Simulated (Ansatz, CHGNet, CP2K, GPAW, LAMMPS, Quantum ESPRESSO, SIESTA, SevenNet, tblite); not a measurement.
# tblite on free surface of ionic liquid triethylsulfonium formate with water at 340 K (81 atoms): settings against a plane-wave reference

How near does tblite come to plane waves for free surface of ionic liquid triethylsulfonium formate with water at 340 K (81 atoms)?

Main program and level: tblite 0.8.0; the method is named at each step.

### Step 1. Starting point

The cell holds 81 atoms: 21 C, 3 S, 50 H and 7 O. Its edges and angles: a = 8.574 Å, b = 8.574 Å, c = 21.346 Å, α = 90.0°, β = 90.0°, γ = 90.0°. 3 triethylsulfonium, 3 formate, 1 H2O placed at random, at 1.02 g/cm³, as a film with 10 Å of vacuum; overlaps pushed apart, then 10 ps at 390 K with MMFF94 bonds, angles, torsions, charges and radii (Halgren, J. Comput. Chem. 17, 490 (1996)) in harmonic and 12-6 forms; SPC/E water (Berendsen, Grigera and Straatsma, J. Phys. Chem. 91, 6269 (1987)); charges of ions scaled by 0.8. Snapshot after 30 ps at 340 K and fixed volume. Vacuum lies along c.

The yardstick, on the same geometry:

| Property | Result |
| --- | --- |
| method | Kohn-Sham DFT, PBE, SSSP efficiency 1.3.0 pseudopotentials, plane waves (Quantum ESPRESSO 7.5); sssp-pbe-1.3.0-efficiency, cutoffs 60/480 Ry, Γ point |
| r.m.s. force component | 0.8313 eV/Å |
| longest force | 3.272 eV/Å |
| gap (highest filled to lowest empty level) | 1.987 eV |
| time | 2.8 min on 4 MPI ranks of Arm Neoverse V2, shared host |
| CPU time | 11 min |

### Step 2. GFN2-xTB

Method: GFN2-xTB tight binding, diagonalisation.

Contents of run.py:

```python
import numpy as np
from ase.io import read
from tblite.ase import TBLite

atoms = read("structure.xyz")
atoms.calc = TBLite(method="GFN2-xTB", electronic_temperature=580, accuracy=1.0, max_iterations=250, mixer_damping=0.4, verbosity=1)
energy = atoms.get_potential_energy()
forces = atoms.get_forces()
print(f"energy {energy:.6f} eV")
print("forces (eV/A)")
for i, (a, f) in enumerate(zip(atoms, forces)):
    print(f"{i:4d} {a.symbol:2s} {f[0]:10.5f} {f[1]:10.5f} {f[2]:10.5f}")
print("charges (e)")
print(np.array2string(atoms.get_charges(), precision=4, suppress_small=True, max_line_width=110, threshold=100000))
```

Contents of structure.xyz:

```xyz
81
Lattice="8.57364 0.00000 0.00000 0.00000 8.57364 0.00000 0.00000 0.00000 21.34624" Properties=species:S:1:pos:R:3 pbc="T T T"
C 8.30168 2.49870 8.17646
C 0.79375 2.07645 7.20030
S 2.27673 1.39039 8.16088
C 2.09300 8.31849 7.38110
C 3.37801 7.63140 7.75765
C 3.43726 1.98994 6.87925
C 3.66180 3.43117 7.14480
H 7.44192 2.94342 7.60993
H 7.87737 1.59993 8.61278
H 0.22489 3.24152 8.93255
H 1.22500 2.88649 6.60239
H 0.29648 1.29633 6.59001
H 1.14784 7.83571 7.78754
H 2.16390 8.40114 6.30226
H 3.19248 6.57624 7.96129
H 4.15393 7.63114 6.99217
H 3.85171 7.88106 8.71161
H 3.02744 1.87643 5.86595
H 4.41971 1.50682 6.83699
H 2.71287 4.02610 7.37128
H 4.26230 3.57555 8.00527
H 4.28913 3.94105 6.36203
C 6.56526 6.00824 3.20898
C 5.17325 6.64714 3.40793
S 4.04290 5.19288 3.60751
C 3.78826 4.57232 1.85968
C 4.59556 3.32717 1.81763
C 2.51653 6.27282 3.56760
C 1.31845 5.50856 4.01395
H 6.93710 5.25907 3.90999
H 7.35215 6.78586 3.35712
H 6.63986 5.54612 2.22535
H 4.84668 7.07823 2.44585
H 5.08177 7.35284 4.28654
H 4.07411 5.24089 1.10616
H 2.73971 4.27259 1.83172
H 4.66132 2.92816 0.84873
H 4.21360 2.51311 2.47744
H 5.56258 3.44360 2.25416
H 2.45798 7.18008 4.15675
H 2.50522 6.57007 2.51523
H 1.50716 5.16742 5.01978
H 1.18668 4.65600 3.32340
H 0.48715 6.20689 4.12089
C 1.09640 6.18057 19.66181
C 2.11563 7.31717 19.90217
S 1.36570 0.36532 19.40736
C 2.79929 1.44749 19.64516
C 3.42740 1.65977 18.30888
C 0.56243 0.64585 21.06596
C 7.68687 0.07356 21.14217
H 1.51676 5.15910 19.77879
H 0.64088 6.25790 18.59279
H 0.23612 6.25721 20.31543
H 2.55417 7.31091 20.93468
H 2.97745 7.21849 19.20265
[... 21 atom lines left out ...]
H 5.50899 5.23215 18.83037
O 5.92850 1.47792 4.92671
H 6.30480 0.67037 5.38096
H 6.59519 1.83270 4.27138
```

The run is started by

```console
$ OMP_NUM_THREADS=1 python run.py > output.txt
```

The program printed:

```text
------------------------------------------------------------
  cycle        total energy    energy error   density error
------------------------------------------------------------
      1     -107.6155508021  -1.0873045E+02   1.7868466E-01
      2     -108.3089183472  -6.9336755E-01   7.6203059E-02
      3     -108.3464604319  -3.7542085E-02   4.3187765E-02
      4     -108.3597971824  -1.3336751E-02   1.2829859E-02
      5     -108.3610549212  -1.2577389E-03   5.7461008E-03
      6     -108.3623635919  -1.3086707E-03   1.2919337E-03
      7     -108.3623722095  -8.6175521E-06   4.7941214E-04
      8     -108.3623748522  -2.6427139E-06   2.2516463E-04
      9     -108.3623755184  -6.6617150E-07   8.9028206E-05
     10     -108.3623756398  -1.2141577E-07   2.5218385E-05
     11     -108.3623756451  -5.2933018E-09   1.2649963E-05
------------------------------------------------------------
 total:                                   2.516 sec
energy -2948.690434 eV
forces (eV/A)
   0 C     0.18937    1.49873    0.36822
   1 C    -0.43519   -0.15121    0.32492
   2 S    -1.06844   -0.17277   -2.41126
   3 C     0.21560   -0.41322    1.09712
   4 C     0.75745   -2.09374    0.78834
   5 C     0.65273    0.12895   -0.78234
   6 C    -0.15813    2.42282   -0.25291
   7 H     0.96534    0.09117    0.54847
   8 H     0.18417    0.17056    0.59275
   9 H    -1.48505   -1.28836   -1.10036
  10 H    -0.55713   -0.18979    0.14026
  11 H     0.84156    0.26011    0.04202
  12 H     1.12875    0.44310   -0.74588
  13 H    -0.89610    0.27182    0.00095
  14 H    -0.25790   -0.40746   -0.41916
  15 H    -0.18557    0.43102    0.03496
  16 H    -0.21449    0.80592   -0.14227
  17 H    -0.28798   -0.27633    0.38845
  18 H    -0.20179   -0.30293    0.36391
  19 H     1.09976   -0.63572   -0.76005
  20 H     0.59449   -0.07066    1.19500
  21 H    -1.02423   -0.59475    0.27410
  22 C     0.93368    1.15052    0.29543
  23 C     0.76840   -0.95548   -0.11402
[...]
73 H    -0.91097   -0.82913    0.87323
  74 O     1.60504    1.62895   -0.53753
  75 C    -1.44859    1.49431    1.37119
  76 O    -0.35602   -2.38776   -0.94698
  77 H    -0.11329   -0.70737    0.25048
  78 O    -0.20320    0.44249   -0.29102
  79 H    -0.32164    1.47289   -1.02941
  80 H    -0.57401   -0.84617    0.98260
charges (e)
[-0.0976 -0.0453  0.2314 -0.0361 -0.1136 -0.047  -0.104   0.0905  0.0559  0.0334  0.0977  0.1217  0.1055
  0.1089  0.0515  0.0821  0.045   0.1012  0.1332  0.0355  0.0483  0.0761 -0.1063 -0.034   0.2447 -0.0332
 -0.1134 -0.0505 -0.1138  0.0677  0.0724  0.0554  0.0918  0.1104  0.124   0.077   0.0799  0.0512  0.0675
  0.1018  0.0748  0.0616  0.0492  0.1004 -0.0953 -0.0282  0.2232 -0.0243 -0.0935 -0.0621 -0.105   0.0739
  0.0327  0.0706  0.0982  0.0852  0.1015  0.1082  0.0418  0.0461  0.081   0.0804  0.1299  0.0652  0.0648
  0.0812 -0.552   0.365  -0.6035 -0.1346 -0.5948  0.355  -0.5834 -0.1015 -0.5923  0.3597 -0.6128 -0.1321
 -0.7089  0.3116  0.2959]
```

Elapsed: 3 s, on 1 thread of Arm Neoverse V2, shared host; peak memory 0.18 GiB.

Banners, paths, timers and routine set-up lines are dropped from the logs unmarked, and long logs keep their key lines alone; longer cuts are marked.

Against the reference:

```
r.m.s. force component                  : 0.9057 eV/Å
r.m.s. difference of force components   : 390.2 meV/Å
longest difference of force vectors     : 1847 meV/Å
force difference over r.m.s. force      : 46.94 %
slope of forces against the reference's : 0.9834
correlation of force components         : 0.9025
```

Length of the force difference by element (eV/Å):

| element | atoms | mean | most |
| --- | --- | --- | --- |
| C | 21 | 0.56 | 1.8 |
| H | 50 | 0.33 | 0.93 |
| O | 7 | 1.6 | 1.8 |
| S | 3 | 0.70 | 0.73 |

The surroundings of C28, picked at random, nearest first, numbered as they follow in the input and with coordinates relative to it.

| atom | x | y | z | distance (Å) | bonds | Mulliken charge (e) | Fx | Fy | Fz (eV/Å) |
| --- | --- | --- | --- | --- | --- | --- | --- | --- | --- |
| C28 | 0.00 | 0.00 | 0.00 | 0.00 | 4 | -0.05 | 0.04 | 0.32 | -0.42 |
| H40 | -0.06 | 0.91 | 0.59 | 1.08 | 1 | 0.10 | 1.10 | 0.16 | 0.16 |
| H41 | -0.01 | 0.30 | -1.05 | 1.09 | 1 | 0.07 | -0.34 | 0.06 | 0.16 |
| C29 | -1.20 | -0.76 | 0.45 | 1.49 | 4 | -0.11 | -0.09 | -0.58 | -0.30 |
| S25 | 1.53 | -1.08 | 0.04 | 1.87 | 3 | 0.24 | -0.95 | 1.62 | -0.20 |
| H42 | -1.01 | -1.11 | 1.45 | 2.09 | 1 | 0.06 | -0.09 | -0.41 | 0.26 |
| H44 | -2.03 | -0.07 | 0.55 | 2.10 | 1 | 0.10 | 0.06 | -0.51 | -0.37 |
| H43 | -1.33 | -1.62 | -0.24 | 2.11 | 1 | 0.05 | -0.69 | 0.38 | 0.63 |
| H36 | 0.22 | -2.00 | -1.74 | 2.66 | 1 | 0.08 | -0.06 | 0.41 | -0.19 |
| C24 | 2.66 | 0.37 | -0.16 | 2.69 | 4 | -0.03 | 0.77 | -0.96 | -0.11 |
| H33 | 2.33 | 0.81 | -1.12 | 2.71 | 1 | 0.09 | 0.26 | 0.27 | 0.65 |
| C26 | 1.27 | -1.70 | -1.71 | 2.73 | 4 | -0.03 | -0.44 | -1.17 | 2.01 |

Atoms are counted from 1 here, from 0 in the log.

Forces lie 47 % from the reference's, at 0.0045 times its CPU time (on 1 against 4 cores).

Left out of this page: tblite IPEA1-xTB (killed or ended with an error).

### Step 3. Summary of results

| Quantity | Value |
| --- | --- |
| force difference from the reference | tblite GFN2-xTB, 47 % |
| its CPU time | 3 s |

**Reading.** Tight binding differs by 47 % (tblite GFN2-xTB); it is another model, with fitted parameters of its own, and the xTB methods hold dispersion. One electronic-structure run takes under half the reference's CPU time: tblite GFN2-xTB, at 47 % in 3 s against 11 min. Periodic xTB results under one method name differ between programs and library versions. The network of contacts between molecules at the start is that of the classical potential that made the cell, and needn't be the one that DFT or experiment would give. The reference's PBE has no dispersion term, which matters for the binding between molecules or layers. The electronic-structure runs sample only Γ, in a cell whose shortest periodic width is 9 Å.

[Also dropped from logs without a mark: logging warnings of Python, and SIESTA's first energy breakdown and zero terms.]

[Logs are printed without paths, hosts, clocks, repeated set-up lines and the standing remarks that a program may print on its own settings, such as how far it seeks lower states.]

[Hosts, paths, dates, database ids (printed as entryN), source tags and the programs' standing remarks are cut or masked in the printed files.]

[The MMFF94 radii named for the starting cell were scaled by 0.96; in molecules described by MMFF94, hydrogen bound to N, O or S took a small fixed 12-6 site in their place.]
